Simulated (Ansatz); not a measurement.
# La2O3 (P-3m1): modes against uniaxial strain along c

Wanted: the shifts of the zone-centre modes of La2O3 (P-3m1) with strain.

Program: Ansatz 0.2.0. Level of theory: DFT LDA, scalar-relativistic, plane waves, PAW; PAW set soft_1. Results are calculated unless marked as measured.

Most raw output is cut from this account.

## (1) Set-up

Symmetry: P-3m1, No. 164, trigonal system. The conventional cell has a = 3.931 Å, b = 3.931 Å, c = 6.112 Å, α = 90.00°, β = 90.00°, γ = 120.00°. Nearest to O lie 4 La at 2.36 to 2.44 Å. O has 6 La at 2.72 Å nearest. Nearest to La lie 7 O at 2.36 to 2.72 Å. Farther neighbours and most contacts between anions are not listed.

## (2) Bringing the structure to rest

The cell and atoms are relaxed, since residual forces and stress would shift the frequencies.

input.yaml

```yaml
crystal:
  lattice:
    - [3.930777878, 0.0, 0.0]
    - [-1.965388939, 3.404153499, 0.0]
    - [0.0, 0.0, 6.11195352]
  atoms:
    - { symbol: O, position: [0.66666667, 0.33333333, 0.35410935] }
    - { symbol: O, position: [0.33333333, 0.66666667, 0.64589065] }
    - { symbol: O, position: [0.0, 0.0, 0.0] }
    - { symbol: La, position: [0.66666667, 0.33333333, 0.75376432] }
    - { symbol: La, position: [0.33333333, 0.66666667, 0.24623568] }
kpoints:
  mp_grid: { grid: [9, 9, 4] }
hamiltonian:
  xc: lda
  pseudopotentials: { kind: paw, azcp: { folder: soft_1 }, xc_functional: pbe }
scf:
  occupations: { method: gaussian, width: 0.02 }
output:
  forces: true
  stress: true
  eigenvalues: true
  write_density: true
  write_potential: true
  elf: true
  volumetric_format: npy
relax:
  adjacent_minimum: "off"
  f_tol: 0.005
  max_steps: 80
  cell: { stress_tol: 0.05 }
```

On the command line:

```
ansatz run input.yaml --threads 8 --pin off --max-ram 16384MiB --backend cpu --events-out ev --progress --plain --runs-dir out
```

The job ended after 9.1 s (8 threads of Arm Neoverse V2, shared host; peak memory 0.51 GiB; 64 s of CPU time).

The steps of the relaxation:

| step | energy less that of the first step (eV) | largest force component (eV/Å) | pressure (GPa) | volume (Å³) |
| --- | --- | --- | --- | --- |
| 1 | 0.0000 | 0.1684 | -6.30 | 81.78 |
| 2 | 0.0748 | 0.4446 | 10.50 | 72.69 |
| 3 | -0.0848 | 0.0499 | -0.62 | 78.24 |
| 4 | -0.0870 | 0.0266 | 0.06 | 77.81 |
| 5 | -0.0872 | 0.0070 | 0.00 | 77.81 |
| 6 | -0.0871 | 0.0018 | 0.00 | 77.82 |
| 7* | -0.0799 | 0.0019 | -0.18 | 77.82 |
| 8 | -0.0802 | 0.0005 | 0.00 | 77.71 |
| 9* | -0.0800 | 0.0005 | -0.01 | 77.71 |

Relaxation steps marked * repeat the geometry before them on a plane-wave basis chosen anew for their cell, so energy and pressure can jump there. Relaxation step 2 was tried and not accepted.

Forces are held to the 12 operations that the run works with; a distortion that breaks them can't arise in this run.

| conventional cell, symmetrised | before | after | change |
| --- | --- | --- | --- |
| a (Å) | 3.931 | 3.883 | -1.2 % |
| b (Å) | 3.931 | 3.883 | -1.2 % |
| c (Å) | 6.112 | 5.951 | -2.6 % |
| volume (Å³/atom) | 16.36 | 15.54 | -5.0 % |

The atoms that moved most (Å, as changes of fractional coordinates times the final cell):

| atom | dx | dy | dz | length |
| --- | --- | --- | --- | --- |
| La4 | 0.000 | 0.000 | 0.013 | 0.013 |
| La5 | 0.000 | 0.000 | -0.013 | 0.013 |

Final coordinates:

```cif
data_structure
_symmetry_space_group_name_H-M 'P 1'
_symmetry_Int_Tables_number 1
_cell_length_a 3.8830
_cell_length_b 3.8830
_cell_length_c 5.9514
_cell_angle_alpha 90.000
_cell_angle_beta 90.000
_cell_angle_gamma 120.000
_cell_volume 77.71
loop_
_atom_site_label
_atom_site_type_symbol
_atom_site_fract_x
_atom_site_fract_y
_atom_site_fract_z
_atom_site_occupancy
O1 O 0.66667 0.33333 0.35342 1
O2 O 0.33333 0.66667 0.64658 1
O3 O 0.00000 0.00000 0.00000 1
La4 La 0.66667 0.33333 0.75602 1
La5 La 0.33333 0.66667 0.24398 1
```

Numbers from this step:

```yaml
pressure: -0.007310 GPa
gap_on_the_k_mesh: 3.761 eV
volume_per_atom: 15.54 Å³
```

ELF in the ac plane at fractional y = 0.333, with atoms of O and La within 0.2 Å of it. It is the smooth field of the valence electrons, not physical close to the nuclei.

Values, 21 rows by 14 columns, each cell a mean:
```
0.21 0.34 0.41 0.38 0.24 0.11 0.12 0.30 0.48 0.57 0.53 0.37 0.17 0.10
0.12 0.21 0.28 0.24 0.14 0.11 0.31 0.66 0.78 0.81 0.80 0.72 0.44 0.17
0.09 0.09 0.11 0.09 0.08 0.24 0.61 0.82 0.80 0.74 0.77 0.82 0.72 0.38
0.13 0.06 0.06 0.06 0.09 0.38 0.74 0.78 0.57 0.34 0.46 0.73 0.79 0.56
0.16 0.08 0.11 0.10 0.12 0.44 0.76 0.70 0.32 0.06 0.17 0.59 0.80 0.62
0.15 0.15 0.26 0.21 0.15 0.41 0.75 0.74 0.42 0.15 0.28 0.65 0.80 0.58
0.14 0.25 0.41 0.34 0.18 0.30 0.66 0.80 0.69 0.56 0.63 0.77 0.76 0.44
0.14 0.33 0.50 0.42 0.21 0.15 0.37 0.68 0.77 0.80 0.79 0.73 0.50 0.20
0.13 0.31 0.45 0.39 0.20 0.08 0.13 0.32 0.47 0.54 0.51 0.38 0.19 0.08
0.08 0.17 0.26 0.22 0.12 0.06 0.09 0.17 0.24 0.28 0.26 0.20 0.11 0.07
0.06 0.06 0.08 0.07 0.06 0.11 0.26 0.49 0.61 0.65 0.63 0.54 0.35 0.15
0.07 0.05 0.05 0.05 0.06 0.20 0.50 0.76 0.79 0.77 0.79 0.78 0.62 0.31
0.10 0.11 0.17 0.14 0.11 0.25 0.59 0.80 0.72 0.52 0.63 0.79 0.72 0.38
0.14 0.26 0.41 0.35 0.19 0.23 0.56 0.80 0.67 0.40 0.55 0.78 0.70 0.33
0.21 0.45 0.61 0.54 0.32 0.19 0.42 0.77 0.78 0.71 0.75 0.79 0.58 0.23
0.25 0.49 0.62 0.57 0.36 0.17 0.26 0.64 0.78 0.81 0.80 0.71 0.39 0.15
0.22 0.40 0.51 0.46 0.31 0.13 0.13 0.37 0.60 0.68 0.65 0.47 0.18 0.09
0.14 0.23 0.30 0.28 0.19 0.09 0.07 0.15 0.30 0.39 0.35 0.20 0.08 0.07
0.10 0.14 0.17 0.16 0.12 0.07 0.05 0.06 0.09 0.12 0.10 0.07 0.05 0.06
0.16 0.21 0.23 0.22 0.17 0.11 0.06 0.04 0.04 0.04 0.04 0.04 0.05 0.10
0.24 0.33 0.36 0.34 0.27 0.14 0.07 0.06 0.09 0.12 0.10 0.07 0.07 0.12
```
Columns run along a (3.9 Å), rows up along c (6.0 Å). Atoms in or near the plane, at fractional coordinates: O at (0.67, 0.35), La at (0.67, 0.76).

Valence density in the ac plane at fractional y = 0.333, with atoms of O and La within 0.2 Å of it. It is the smooth field of the valence electrons, not physical close to the nuclei.

Values in e/Å³, 21 rows by 14 columns, each cell a mean:
```
0.1 0.2 0.2 0.2 0.2 0.1 0.1 0.2 0.3 0.4 0.3 0.3 0.2 0.1
0.1 0.1 0.2 0.1 0.1 0.2 0.3 0.5 0.8 0.9 0.9 0.6 0.4 0.2
0.2 0.1 0.1 0.1 0.1 0.3 0.5 1.1 1.5 1.6 1.5 1.3 0.7 0.4
0.2 0.1 0.1 0.1 0.2 0.4 0.8 1.5 1.7 1.8 1.8 1.6 1.1 0.5
0.2 0.1 0.1 0.1 0.2 0.5 1.0 1.6 1.8 1.8 1.8 1.7 1.3 0.7
0.2 0.2 0.2 0.2 0.2 0.4 1.0 1.6 1.8 1.8 1.8 1.7 1.2 0.6
0.2 0.2 0.2 0.2 0.2 0.4 0.7 1.4 1.7 1.7 1.7 1.5 1.0 0.5
0.2 0.2 0.2 0.2 0.2 0.2 0.4 0.8 1.1 1.3 1.2 0.9 0.5 0.3
0.1 0.1 0.2 0.2 0.1 0.1 0.2 0.4 0.6 0.7 0.6 0.5 0.2 0.2
0.1 0.1 0.1 0.1 0.1 0.1 0.1 0.3 0.4 0.5 0.4 0.3 0.2 0.1
0.1 0.1 0.1 0.1 0.1 0.1 0.2 0.4 0.7 0.9 0.8 0.5 0.2 0.1
0.1 0.1 0.1 0.1 0.1 0.2 0.3 0.9 2.0 2.9 2.4 1.3 0.5 0.2
0.2 0.1 0.1 0.1 0.1 0.2 0.5 1.8 4.3 6.6 5.5 2.6 0.8 0.3
0.2 0.2 0.3 0.3 0.2 0.3 0.6 2.0 5.0 7.6 6.3 3.0 0.9 0.4
0.3 0.4 0.4 0.4 0.3 0.3 0.4 1.3 2.9 4.4 3.6 1.8 0.6 0.3
0.3 0.4 0.5 0.5 0.3 0.3 0.3 0.6 1.2 1.6 1.4 0.8 0.4 0.2
0.2 0.4 0.4 0.4 0.3 0.2 0.2 0.3 0.4 0.5 0.4 0.3 0.2 0.2
0.2 0.3 0.3 0.3 0.2 0.1 0.1 0.1 0.1 0.2 0.1 0.1 0.1 0.1
0.2 0.2 0.3 0.2 0.2 0.1 0.1 0.1 0.1 0.1 0.1 0.1 0.1 0.1
0.2 0.2 0.2 0.2 0.2 0.1 0.1 0.1 0.1 0.1 0.1 0.1 0.1 0.1
0.2 0.2 0.2 0.2 0.2 0.1 0.1 0.1 0.1 0.1 0.1 0.1 0.1 0.1
```
Columns run along a (3.9 Å), rows up along c (6.0 Å). Atoms in or near the plane, at fractional coordinates: O at (0.67, 0.35), La at (0.67, 0.76).

Electrostatic potential energy in the ac plane at fractional y = 0.333, with atoms of O and La within 0.2 Å of it. With pseudopotentials it is smooth inside the atoms' cores, unlike the true potential.

Ten even steps from '_' (-28 eV) to '@' (15 eV), each cell a mean:
```
@@@@@@@@@@@@%%%%########%%@@
@@@@@@@@@@@@%%**==--==++##%%
@@@@@@@@@@%%**::______..++##
%%@@@@@@@@##==____::..__::**
%%@@@@@@%%**--__--##++__..++
%%@@@@@@%%##--__::++--__..++
%%@@@@@@@@##++____..____--**
@@@@@@@@@@%%##==::....--**%%
@@@@@@@@@@@@%%##**++**##%%@@
@@@@@@@@@@@@@@@@%%%%%%%%@@@@
@@@@@@@@@@@@@@@@%%##%%@@@@@@
@@@@@@@@@@@@@@%%==::--**@@@@
@@%%%%%%@@@@@@++..____--%%@@
%%%%##%%%%@@@@==______::%%@@
%%##**####%%@@**::__..==%%@@
%%##****##%%@@@@##++**%%@@%%
%%########%%@@@@@@@@@@@@@@@@
%%%%##%%%%@@@@@@@@@@@@@@@@@@
@@%%%%%%@@@@@@@@@@@@@@@@@@@@
@@@@@@@@@@@@@@@@@@@@@@@@@@@@
@@@@@@@@@@@@@@@@%%%%%%@@@@@@
```
Columns run along a (3.9 Å; values clipped at the 3rd and 97th percentile), rows up along c (6.0 Å). Atoms in or near the plane, at fractional coordinates: O at (0.67, 0.35), La at (0.67, 0.76).

In this step the volume went from 16.36 to 15.54 Å³/atom.

## (3) Tight relaxation

Phonons need small forces and stress, so the relaxation is finished with tight tolerances on 9×9×4 k points.

input.yaml

```yaml
crystal:
  lattice:
    - [3.8830423802, 0.0, 0.0]
    - [-1.9415211901, 3.3628133452, 0.0]
    - [0.0, 0.0, 5.9513835823]
  atoms:
    - { symbol: O, position: [0.6666666667, 0.3333333333, 0.3534203796] }
    - { symbol: O, position: [0.3333333333, 0.6666666667, 0.6465796204] }
    - { symbol: O, position: [0.0, 0.0, 0.0] }
    - { symbol: La, position: [0.6666666667, 0.3333333333, 0.7560169059] }
    - { symbol: La, position: [0.3333333333, 0.6666666667, 0.2439830941] }
kpoints:
  mp_grid: { grid: [9, 9, 4] }
hamiltonian:
  xc: lda
  pseudopotentials: { kind: paw, azcp: { folder: soft_1 }, xc_functional: pbe }
scf:
  occupations: { method: fixed }
output:
  forces: true
  stress: true
  eigenvalues: true
relax:
  adjacent_minimum: "off"
  f_tol: 0.001
  max_steps: 60
  cell: { stress_tol: 0.01 }
```

Run time: 3.4 s. Hardware: 8 threads; peak memory 0.48 GiB.

Little changed from the start: no atom moved by 0.005 Å and no cell edge by 0.1 %.

Numbers from this step:

```yaml
pressure: -3.14e-4 GPa
```

The largest force component left is 0.45 meV/Å and the pressure is 0.000 GPa, within the tolerances set. The cell now holds 15.54 Å³/atom.

## (4) Zone-centre response at rest

The modes at rest are the reference of the series, and the response to a field gives the dielectric tensor and the Born charges.

input.yaml, the sections that differ from step 3:

```yaml
crystal:
  lattice:
    - [3.8831065568, 0.0, 0.0]
    - [-1.9415532784, 3.3628689238, 0.0]
    - [0.0, 0.0, 5.9507247912]
  atoms:
    - { symbol: O, position: [0.6666666667, 0.3333333333, 0.3533887118] }
    - { symbol: O, position: [0.3333333333, 0.6666666667, 0.6466112882] }
    - { symbol: O, position: [0.0, 0.0, 0.0] }
    - { symbol: La, position: [0.6666666667, 0.3333333333, 0.7560294688] }
    - { symbol: La, position: [0.3333333333, 0.6666666667, 0.2439705312] }
output:
  eigenvalues: true
phonons:
  method: dfpt
  dielectric: true
  rigid_motions: translations
# kpoints, hamiltonian, scf: as in step 3
# relax: removed
```

It took 52 s on 8 threads; peak memory 1.2 GiB; 6.3 min of CPU time.

Numbers from this step:

```
sum-rule residual before enforcement                    : 2.26e-4 eV/Å²
miss of the charge sum rule                             : 0.001685 e
estimated error of the dielectric tensor                : 0.01275
estimated error of the Born charges                     : 0.01392 e
point group                                             : -3m
highest optical mode at the zone centre (no LO-TO term) : 447.4 cm⁻¹
lowest optical zone-centre mode                         : 107.9 cm⁻¹
mean high-frequency dielectric constant                 : 4.904
largest Born charge (third of the trace)                : 4.108 e
mean static dielectric constant                         : 24.31
top of the zone-centre spectrum with the field          : 563.1 cm⁻¹
```

Without the LO-TO term. Patterns of degenerate modes are one choice out of their space. Modes at Γ, with each element's share of the kinetic energy:

| mode | frequency (cm⁻¹) | symmetry | O % | La % |
| --- | --- | --- | --- | --- |
| 1 | 0.0 | acoustic | 15 | 85 |
| 2 | 0.0 | acoustic | 15 | 85 |
| 3 | 0.0 | acoustic | 15 | 85 |
| 4 | 107.9 | Eg | 2 | 98 |
| 5 | 107.9 | Eg | 2 | 98 |
| 6 | 199.7 | A1g | 4 | 96 |
| 7 | 203.8 | Eu | 91 | 9 |
| 8 | 203.8 | Eu | 91 | 9 |
| 9 | 207.2 | A2u | 87 | 13 |
| 10 | 375.3 | Eu | 94 | 6 |
| 11 | 375.3 | Eu | 94 | 6 |
| 12 | 396.9 | A1g | 96 | 4 |
| 13 | 407.8 | Eg | 98 | 2 |
| 14 | 407.8 | Eg | 98 | 2 |
| 15 | 447.4 | A2u | 99 | 1 |

Displacements in mode 5 (107.9 cm⁻¹), the largest set to 1:
```
O1   0.04 -0.46  0.00
O2  -0.04  0.46  0.00
O3   0.00  0.00  0.00
La4 -0.08  1.00  0.00
La5  0.08 -1.00  0.00
```

Displacements in mode 8 (203.8 cm⁻¹), the largest set to 1:
```
O1   0.00  0.18  0.00
O2   0.00  0.18  0.00
O3   0.00  1.00  0.00
La4  0.00 -0.08  0.00
La5  0.00 -0.08  0.00
```

Optical modes at the zone centre, without and with the macroscopic field of the longitudinal modes; each column is sorted by frequency, so a row need not hold one and the same mode. Modes with and without the field, by row:

| rank among optical modes | no field (cm⁻¹) | q along (1, 0, 0) (cm⁻¹) | q along (0, 0, 1) (cm⁻¹) |
| --- | --- | --- | --- |
| 1 | 107.9 | 107.9 | 107.9 |
| 2 | 107.9 | 107.9 | 107.9 |
| 3 | 199.7 | 199.7 | 199.7 |
| 4 | 203.8 | 203.8 | 203.8 |
| 5 | 203.8 | 207.2 | 203.8 |
| 6 | 207.2 | 300.1 | 375.3 |
| 7 | 375.3 | 375.3 | 375.3 |
| 8 | 375.3 | 396.9 | 396.9 |
| 9 | 396.9 | 407.8 | 401.9 |
| 10 | 407.8 | 407.8 | 407.8 |
| 11 | 407.8 | 447.4 | 407.8 |
| 12 | 447.4 | 563.1 | 521.6 |

Born charge (rows field, columns displacement) (e), principal values of the symmetric part by kind of site:

| atom | atoms with these values | low | middle | high | mean |
| --- | --- | --- | --- | --- | --- |
| O1 | 2 | -2.85 | -2.85 | -2.59 | -2.76 |
| O3 | 1 | -2.74 | -2.74 | -2.57 | -2.69 |
| La4 | 2 | 3.87 | 4.23 | 4.23 | 4.11 |

In full for O3:

```
-2.74  0.00  0.00
 0.00 -2.74  0.00
 0.00  0.00 -2.57
```

High-frequency dielectric tensor:

```
4.92 0.00 0.00
0.00 4.92 0.00
0.00 0.00 4.88
```

Static dielectric tensor (ions relaxed, fixed cell):

```
24.00  0.00  0.00
 0.00 24.00  0.00
 0.00  0.00 24.93
```

Transverse modes. Infrared lines, with heights relative to the strongest:

| position (cm⁻¹) | label | relative intensity |
| --- | --- | --- |
| 108 | Eg | 0.0 |
| 200 | A1g | 0.0 |
| 204 | Eu | 100 |
| 207 | A2u | 64 |
| 375 | Eu | 67 |
| 397 | A1g | 0.0 |
| 408 | Eg | 0.0 |
| 447 | A2u | 6.5 |

Before it was imposed, the acoustic sum rule was missed by 2.3e-4 eV/Å² and the charge sum rule by 0.0017 e. Small misses are needed for a sound result but don't prove that mesh and cutoff are converged. The lowest optical mode is real, 108 cm⁻¹.

## (5) A member of the series: uniaxial strain of +4 % along c

The cell takes a uniaxial strain of +4 % along c. The strained length and the angles are held, while the rest of the cell and the atoms relax.

input.yaml, the sections that differ from step 4:

```yaml
crystal:
  lattice:
    - [3.8549216452, 0.0, 0.0]
    - [-1.9274608226, 3.3384600744, 0.0]
    - [0.0, 0.0, 6.1887537829]
  atoms:
    - { symbol: O, position: [0.6666666771, 0.3333333229, 0.3566271499] }
    - { symbol: O, position: [0.3333333229, 0.6666666771, 0.6433728501] }
    - { symbol: O, position: [0.0, 0.0, 0.0] }
    - { symbol: La, position: [0.6666666648, 0.3333333352, 0.7536800528] }
    - { symbol: La, position: [0.3333333352, 0.6666666648, 0.2463199472] }
output:
  forces: true
  stress: true
  eigenvalues: true
relax:
  adjacent_minimum: "off"
  f_tol: 0.001
  max_steps: 60
  cell: { stress_tol: 0.01, fix: [c, angles] }
# kpoints, hamiltonian, scf: as in step 4
# phonons: removed
```

The job ended after 16 s (8 threads; peak memory 0.56 GiB).

Step by step:

| step | energy less that of the first step (eV) | largest force component (eV/Å) | pressure (GPa) | volume (Å³) |
| --- | --- | --- | --- | --- |
| 1 | 0.0000 | 0.0892 | -2.07 | 79.65 |
| 2 | -0.0011 | 0.1401 | -0.24 | 78.87 |
| 3 | -0.0023 | 0.0252 | -1.28 | 79.28 |
| 4 | -0.0022 | 0.0265 | -1.27 | 79.31 |
| 5 | -0.0023 | 0.0018 | -1.27 | 79.29 |
| 6 | -0.0023 | 0.0000 | -1.27 | 79.29 |
| 7* | -0.0014 | 0.0000 | -1.29 | 79.29 |
| 8 | -0.0015 | 0.0004 | -1.27 | 79.28 |
| 9* | -0.0015 | 0.0004 | -1.27 | 79.28 |

Relaxation steps marked * repeat the geometry before them on a plane-wave basis chosen anew for their cell, so energy and pressure can jump there. Relaxation steps 2, 4 were tried and not accepted.

| conventional cell, symmetrised | before | after | change |
| --- | --- | --- | --- |
| a (Å) | 3.855 | 3.846 | -0.2 % |
| b (Å) | 3.855 | 3.846 | -0.2 % |
| c (Å) | 6.189 | 6.189 | -0.0 % |
| volume (Å³/atom) | 15.93 | 15.86 | -0.5 % |

Final coordinates:

```cif
data_structure
_symmetry_space_group_name_H-M 'P 1'
_symmetry_Int_Tables_number 1
_cell_length_a 3.8461
_cell_length_b 3.8461
_cell_length_c 6.1888
_cell_angle_alpha 90.000
_cell_angle_beta 90.000
_cell_angle_gamma 120.000
_cell_volume 79.28
loop_
_atom_site_label
_atom_site_type_symbol
_atom_site_fract_x
_atom_site_fract_y
_atom_site_fract_z
_atom_site_occupancy
O1 O 0.66667 0.33333 0.35747 1
O2 O 0.33333 0.66667 0.64253 1
O3 O 0.00000 0.00000 0.00000 1
La4 La 0.66667 0.33333 0.75304 1
La5 La 0.33333 0.66667 0.24696 1
```

Numbers from this step:

* pressure: -1.270 GPa
* gap on the k-mesh: 3.751 eV
* volume per atom: 15.86 Å³

The largest force component left is 0.36 meV/Å.

## (6) Zone-centre modes of the member: uniaxial strain of +4 % along c

The zone-centre modes follow for uniaxial strain of +4 % along c, with the response to a field.

input.yaml, the sections that differ from step 5:

```yaml
crystal:
  lattice:
    - [3.8460520086, 0.0, 0.0]
    - [-1.9230260043, 3.3307787437, 0.0]
    - [0.0, 0.0, 6.1887537829]
  atoms:
    - { symbol: O, position: [0.6666666767, 0.3333333233, 0.3574695898] }
    - { symbol: O, position: [0.3333333233, 0.6666666767, 0.6425304102] }
    - { symbol: O, position: [0.0, 0.0, 0.0] }
    - { symbol: La, position: [0.6666666648, 0.3333333352, 0.7530410342] }
    - { symbol: La, position: [0.3333333352, 0.6666666648, 0.2469589658] }
output:
  eigenvalues: true
phonons:
  method: dfpt
  dielectric: true
  rigid_motions: translations
# kpoints, hamiltonian, scf: as in step 5
# relax: removed
```

Wall time 54 s (8 threads); peak memory 1.2 GiB.

Numbers from this step:

- sum-rule residual before enforcement: 1.22e-4 eV/Å²
- miss of the charge sum rule: 0.001370 e
- estimated error of the dielectric tensor: 0.01294
- estimated error of the Born charges: 0.01454 e
- highest optical mode at the zone centre (no LO-TO term): 437.9 cm⁻¹
- lowest optical zone-centre mode: 102.3 cm⁻¹
- mean high-frequency dielectric constant: 4.838
- largest Born charge (third of the trace): 4.087 e
- mean static dielectric constant: 26.15
- top of the zone-centre spectrum with the field: 563.8 cm⁻¹

Without the LO-TO term. Patterns of degenerate modes are one choice out of their space. Modes at Γ, with each element's share of the kinetic energy:

| mode | frequency (cm⁻¹) | symmetry | O % | La % |
| --- | --- | --- | --- | --- |
| 1 | 0.0 | acoustic | 15 | 85 |
| 2 | 0.0 | acoustic | 15 | 85 |
| 3 | 0.0 | acoustic | 15 | 85 |
| 4 | 102.3 | Eg | 3 | 97 |
| 5 | 102.3 | Eg | 3 | 97 |
| 6 | 183.6 | Eu | 92 | 8 |
| 7 | 183.6 | Eu | 92 | 8 |
| 8 | 185.5 | A1g | 6 | 94 |
| 9 | 190.5 | A2u | 87 | 13 |
| 10 | 371.1 | Eu | 93 | 7 |
| 11 | 371.1 | Eu | 93 | 7 |
| 12 | 397.2 | A1g | 94 | 6 |
| 13 | 409.4 | Eg | 97 | 3 |
| 14 | 409.4 | Eg | 97 | 3 |
| 15 | 437.9 | A2u | 99 | 1 |

Transverse modes. Infrared lines, with heights relative to the strongest:

| position (cm⁻¹) | label | relative intensity |
| --- | --- | --- |
| 102 | Eg | 0.0 |
| 184 | Eu | 100 |
| 186 | A1g | 0.0 |
| 190 | A2u | 71 |
| 371 | Eu | 92 |
| 397 | A1g | 0.0 |
| 409 | Eg | 0.0 |
| 438 | A2u | 5.4 |

Without the LO-TO term the lowest optical mode is real, 102 cm⁻¹, and the highest lies at 437.9 cm⁻¹.

For the highest optical mode at the zone centre (no LO-TO term), step 4 gave 447 cm⁻¹; this run, with strain 4 %, gives 438 cm⁻¹ (-2 %).

[end of part 1 of 2]

[Logs are printed without paths, hosts, clocks, repeated set-up lines and the standing remarks that a program may print on its own settings, such as how far it seeks lower states.]

[Hosts, paths, dates, database ids (printed as entryN), source tags and the programs' standing remarks are cut or masked in the printed files.]
